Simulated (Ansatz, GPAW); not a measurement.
## Work function of OH/Nb(110) at several levels

Aim: the work function of both faces of OH/Nb(110), and its spread over functionals and bases.

Method: Ansatz plane waves; slab in vacuum with a dipole correction, relaxation, in the first sound run; inputs show where later runs differ, in GPAW 26.7.0 and Ansatz 0.2.0.

Report form: the programs' logs are mostly left out.

## (1) The starting structure

The cell holds 18 atoms: 16 Nb, 1 O and 1 H. Cell: a = 5.716 Å, b = 5.716 Å, c = 23.783 Å, α = 90.0°, β = 90.0°, γ = 70.5°. Vacuum lies along c.

## (2) Relaxing the atoms

Forces are removed first; all later runs use this geometry. The lowest 8 atoms are held at bulk positions and keep their forces.

Contents of input.yaml:

```yaml
crystal:
  lattice:
    - [4.6669047558, -3.3, 0.0]
    - [4.6669047558, 3.3, 0.0]
    - [0.0, 0.0, 23.782612665]
  atoms:
    - { symbol: Nb, position: [0.0, 0.0, 0.2943326748] }
    - { symbol: Nb, position: [0.25, 0.25, 0.392448572] }
    - { symbol: Nb, position: [0.0, 0.0, 0.4905644691] }
    - { symbol: Nb, position: [0.25, 0.25, 0.5886803662] }
    - { symbol: Nb, position: [0.0, 0.5, 0.2943326748] }
    - { symbol: Nb, position: [0.25, 0.75, 0.392448572] }
    - { symbol: Nb, position: [0.0, 0.5, 0.4905644691] }
    - { symbol: Nb, position: [0.25, 0.75, 0.5886803662] }
    - { symbol: Nb, position: [0.5, 0.0, 0.2943326748] }
    - { symbol: Nb, position: [0.75, 0.25, 0.392448572] }
    - { symbol: Nb, position: [0.5, 0.0, 0.4905644691] }
    - { symbol: Nb, position: [0.75, 0.25, 0.5886803662] }
    - { symbol: Nb, position: [0.5, 0.5, 0.2943326748] }
    - { symbol: Nb, position: [0.75, 0.75, 0.392448572] }
    - { symbol: Nb, position: [0.5, 0.5, 0.4905644691] }
    - { symbol: Nb, position: [0.75, 0.75, 0.5886803662] }
    - { symbol: O, position: [0.0, 0.25, 0.6644607507] }
    - { symbol: H, position: [0.0, 0.25, 0.7056673252] }
kpoints:
  mp_grid: { grid: [6, 6, 1] }
hamiltonian:
  xc: pbe
scf:
  occupations: { method: fermi_dirac, width: 0.1 }
efield:
  axis: 3
  dipole_correction: true
  ramp_width: 0.05
relax:
  f_tol: 0.02
  max_steps: 60
  constraints: [{ sites: [0, 1, 4, 5, 8, 9, 12, 13] }]
output:
  write_potential: true
  write_density: true
  volumetric_format: npy
```

Launch:

```bash
$ ansatz run input.yaml --threads 4 --pin off --max-ram 8192MiB --backend cpu --events-out ev --progress --plain --runs-dir out
```

Run time: 8.9 min. Hardware: 4 threads of Arm Neoverse N1, shared host; peak memory 2.6 GiB.

This run has no spin polarisation although its electron count is odd.

Step by step:

```
step  energy less that of the first step (eV)  largest force component (eV/Å)
   1                                   0.0000                          1.3132
   2                                  -0.2817                          0.7383
   3                                  -0.4164                          0.2383
   4                                  -0.4348                          0.0769
   5                                  -0.4380                          0.0223
   6                                  -0.4381                          0.0086
```

The run keeps the 2 symmetry operations that it works with, so distortions that break them were not tested.

The atoms that moved most (Å):

```
atom      dx      dy      dz  length
 H18   0.000   0.000  -0.246   0.246
 O17   0.000   0.000  -0.234   0.234
 Nb8  -0.055  -0.071  -0.095   0.131
Nb16   0.055   0.071  -0.095   0.131
 Nb4   0.037  -0.038   0.040   0.067
Nb12  -0.037   0.038   0.040   0.067
 Nb3   0.003   0.000   0.044   0.044
 Nb7  -0.003   0.000   0.044   0.044
```

Numbers from this step:

```yaml
free_energy: -73413.5652 eV
smearing_term_ts: 0.6634 eV
symmetry_operations: 2
upper_work_function: 3.133 eV
lower_work_function: 4.527 eV
dipole_along_the_normal: 0.2373 e·Å
dipole_field: 0.05863 V/Å
vacuum_level_above: 8.159 eV
vacuum_level_below: 9.553 eV
```

Table of electrostatic potential energy of an electron (with the applied field's), less the Fermi level, planar mean by z:

```
z (Å)  electrostatic potential energy of an electron (with the applied field's), less the Fermi level, planar mean (eV)
  0.0                                                                                                              3.83
  0.5                                                                                                              4.42
  1.0                                                                                                              4.53
  1.5                                                                                                              4.53
  2.0                                                                                                              4.53
  2.5                                                                                                              4.53
  3.0                                                                                                              4.52
  3.5                                                                                                              4.50
  4.0                                                                                                              4.46
  4.5                                                                                                              4.30
  5.0                                                                                                              3.83
  5.5                                                                                                              2.45
  6.0                                                                                                             -1.69
  6.5                                                                                                             -13.4
  7.0                                                                                                             -21.8
  7.5                                                                                                             -13.0
  8.0                                                                                                             -1.95
  8.5                                                                                                             -4.31
  9.0                                                                                                             -17.3
  9.5                                                                                                             -20.5
 10.0                                                                                                             -8.29
 10.5                                                                                                             -1.13
 11.0                                                                                                             -7.56
 11.5                                                                                                             -20.0
 12.0                                                                                                             -17.8
 12.5                                                                                                             -4.88
 13.0                                                                                                             -2.63
 13.5                                                                                                             -13.8
 14.0                                                                                                             -21.6
 14.5                                                                                                             -12.9
 15.0                                                                                                             -2.08
 15.5                                                                                                             0.340
 16.0                                                                                                              2.08
 16.5                                                                                                              2.45
 17.0                                                                                                              2.92
 17.5                                                                                                              3.08
 18.0                                                                                                              3.12
 18.5                                                                                                              3.13
 19.0                                                                                                              3.13
 19.5                                                                                                              3.13
 20.0                                                                                                              3.13
 20.5                                                                                                              3.13
 21.0                                                                                                              3.13
 21.5                                                                                                              3.13
 22.0                                                                                                              3.13
 22.5                                                                                                              3.13
 23.0                                                                                                              3.13
 23.5                                                                                                              3.50
```

Valence density, planar mean against z:

z (Å), valence density, planar mean (e/Å³) and a bar:
```
      2.5       0.00 
      3.0       0.00 
      3.5       0.00 
      4.0       0.00 
      4.5       0.01 
      5.0       0.02 
      5.5       0.05 #
      6.0       0.17 ####
      6.5       0.79 ##################
      7.0       1.29 ##############################
      7.5       0.80 ###################
      8.0       0.29 #######
      8.5       0.37 #########
      9.0       1.06 #########################
      9.5       1.23 #############################
     10.0       0.54 #############
     10.5       0.26 ######
     11.0       0.50 ############
     11.5       1.21 ############################
     12.0       1.09 #########################
     12.5       0.39 #########
     13.0       0.31 #######
     13.5       0.85 ####################
     14.0       1.28 ##############################
     14.5       0.74 #################
     15.0       0.23 #####
     15.5       0.27 ######
     16.0       0.13 ###
     16.5       0.05 #
     17.0       0.01 
     17.5       0.00 
     18.0       0.00 
     18.5       0.00 
     19.0       0.00
```

The relaxation lowered the energy of the cell by 0.438 eV.

## (3) Plane waves, PBE

With the geometry fixed, the planar mean of the potential gives the vacuum level on each side.

This step: GPAW, PAW setups; slab in vacuum (GPAW 26.7.0).

Contents of run.py:

```python
import json
import numpy as np
from ase import Atoms
from gpaw import GPAW, PW

slab = Atoms(
    ['Nb', 'Nb', 'Nb', 'Nb', 'Nb', 'Nb', 'Nb', 'Nb', 'Nb', 'Nb', 'Nb', 'Nb', 'Nb', 'Nb', 'Nb', 'Nb', 'O', 'H'],
    positions=[
        [0.00000, 0.00000, 7.00000],
        [2.33345, 0.00000, 9.33345],
        [0.00293, 0.00016, 11.71062],
        [2.37011, -0.03843, 14.04077],
        [2.33345, 1.65000, 7.00000],
        [4.66690, 1.65000, 9.33345],
        [2.33053, 1.64984, 11.71062],
        [4.61238, 1.57899, 13.90529],
        [2.33345, -1.65000, 7.00000],
        [4.66690, -1.65000, 9.33345],
        [2.34490, -1.65783, 11.66976],
        [4.63025, -1.61157, 14.04077],
        [4.66690, 0.00000, 7.00000],
        [7.00036, 0.00000, 9.33345],
        [4.65546, 0.00783, 11.66976],
        [7.05488, 0.07101, 13.90529],
        [1.16673, 0.82500, 15.56874],
        [1.16673, 0.82500, 16.53708]],
    cell=[[4.6669, -3.3, 0.0], [4.6669, 3.3, 0.0], [0.0, 0.0, 23.78261]],
    pbc=[True, True, False])

slab.calc = GPAW(mode=PW(500), xc='PBE', kpts={'size': (6, 6, 1), 'gamma': True},
                 occupations={'name': 'fermi-dirac', 'width': 0.1}, nbands='160%',
                 convergence={'density': 1e-05}, maxiter=200,
                 poissonsolver={'dipolelayer': 'xy'},
                 symmetry={'tolerance': 1e-3}, txt='slab.txt')
result = {}
energy = slab.get_potential_energy()
fermi = slab.calc.get_fermi_level()
v = slab.calc.get_electrostatic_potential().mean((0, 1)) - fermi
n = slab.calc.get_pseudo_density().mean((0, 1))
L = slab.cell[2, 2]
z = np.arange(len(v)) * L / len(v)
low, high = slab.positions[:, 2].min(), slab.positions[:, 2].max()
below, above = np.interp([low - 4.8, high + 4.8], z, v)
slopes = [np.interp(x, z, np.gradient(v, z)) for x in (low - 4.8, high + 4.8)]
eps = np.array([[slab.calc.get_eigenvalues(k, s) for k in range(len(slab.calc.get_ibz_k_points()))]
                for s in range(slab.calc.get_number_of_spins())]) - fermi
top, bottom = eps[eps < 0].max(), eps[eps > 0].min()
dipole = slab.get_dipole_moment()[2]
print(f'energy {energy:.4f} eV, Fermi level {fermi:.4f} eV, dipole {dipole:.5f} e A')
print(f'potential 4.8 A off the faces, from the Fermi level: lower {below:.4f} eV, upper {above:.4f} eV')
print(f'slope of the potential there: lower {slopes[0]:.5f}, upper {slopes[1]:.5f} eV/A')
print(f'nearest levels on the mesh: {top:.4f} and {bottom:.4f} eV')
print('magnetic moment', round(slab.get_magnetic_moment(), 3))
result.update(energy=energy, fermi=fermi, dipole=dipole, below=below, above=above, slopes=slopes, edges=[top, bottom],
              z=z.tolist(), v=v.tolist(), n=n.tolist(), positions=slab.positions.tolist(),
              forces=slab.get_forces(apply_constraint=False).tolist(), moments=slab.get_magnetic_moments().tolist())
json.dump(result, open('result.json', 'w'))
```

Launch:

```bash
$ OMP_NUM_THREADS=1 OPENBLAS_NUM_THREADS=1 python run.py
```

It took 2.3 h on 1 thread; peak memory 1.6 GiB.

Numbers from this step:

| Property | Result |
| --- | --- |
| dipole along the normal | 0.2371 e·Å |
| levels nearest the Fermi level on the mesh | -0.002906, 0.009680 eV from the Fermi level |
| upper work function | 3.140 eV |
| lower work function | 4.531 eV |

The electrostatic potential energy of an electron (without an applied field's), less the Fermi level, planar mean oscillates, so the rows of the table below give means over windows of 1 Å about each position, cut where the curve ends. Its maxima inside the range that stand out by 2 % of the span (Å: eV): 0.6: 4.53, 8.2: -1.09, 10.6: -1.03, 12.8: -1.55. Its minima: 7.0: -25.1, 9.3: -25.0, 11.7: -25.0, 14.0: -25.0.

Electrostatic potential energy of an electron (without an applied field's), less the Fermi level, planar mean against z; means over each step:

```
z (Å)  electrostatic potential energy of an electron (without an applied field's), less the Fermi level, planar mean (eV)
    0                                                                                                                4.27
    1                                                                                                                4.53
    2                                                                                                                4.53
    3                                                                                                                4.52
    4                                                                                                                4.44
    5                                                                                                                3.69
    6                                                                                                               -2.79
    7                                                                                                               -20.3
    8                                                                                                               -3.95
    9                                                                                                               -16.6
   10                                                                                                               -9.24
   11                                                                                                               -8.71
   12                                                                                                               -17.1
   13                                                                                                               -4.59
   14                                                                                                               -20.2
   15                                                                                                               -3.49
   16                                                                                                                1.66
   17                                                                                                                2.87
   18                                                                                                                3.12
   19                                                                                                                3.14
   20                                                                                                                3.14
   21                                                                                                                3.14
   22                                                                                                                3.14
   23                                                                                                                3.15
```

The pseudo valence density, planar mean oscillates, so the rows of the table below give means over windows of 2.28 Å about each position, cut where the curve ends. Its maxima inside the range that stand out by 2 % of the span (Å: e/Å³): 7.0: 1.56, 9.3: 1.56, 11.6: 1.51, 13.9: 1.50, 15.6: 0.267. Its minima: 8.2: 0.262, 10.5: 0.253, 12.7: 0.284, 15.0: 0.216.

The pseudo valence density, planar mean by z; means over each step:

```
z (Å)  pseudo valence density, planar mean (e/Å³)
 1.14                                      7.4e-6
 3.42                                     0.00143
 5.70                                       0.265
 7.98                                       0.711
10.26                                       0.700
12.54                                       0.742
14.82                                       0.614
17.10                                      0.0281
19.38                                      5.1e-5
```

Force by atom:

```
atom  x (eV/Å)  y (eV/Å)  z (eV/Å)   size
 Nb1     0.015    -0.002     0.351  0.351
 Nb2    -0.017    -0.010    -0.283  0.283
 Nb3    -0.004     0.000     0.006  0.007
 Nb4    -0.014     0.023     0.004  0.027
 Nb5    -0.015     0.002     0.351  0.351
 Nb6    -0.067     0.055    -0.368  0.378
 Nb7     0.004     0.000     0.006  0.007
 Nb8    -0.015    -0.004    -0.041  0.044
 Nb9     0.019     0.006     0.369  0.369
Nb10     0.017     0.010    -0.283  0.283
Nb11     0.000     0.000     0.010  0.010
Nb12     0.014    -0.023     0.004  0.027
Nb13    -0.019    -0.006     0.369  0.369
Nb14     0.067    -0.055    -0.368  0.378
Nb15     0.000     0.000     0.010  0.010
Nb16     0.015     0.004    -0.041  0.044
 O17     0.000     0.000    -0.273  0.273
 H18     0.000     0.000     0.208  0.208
```

The potential is flat to 0.003 eV/Å where it is read, so the vacuum is wide enough. The geometry is the other program's minimum; here the largest force on a free atom is 0.27 eV/Å.

(Continued in part 2 of 3.)

[Logs are printed without paths, hosts, clocks, repeated set-up lines and the standing remarks that a program may print on its own settings, such as how far it seeks lower states.]

[Hosts, paths, dates, database ids (printed as entryN), source tags and the programs' standing remarks are cut or masked in the printed files.]
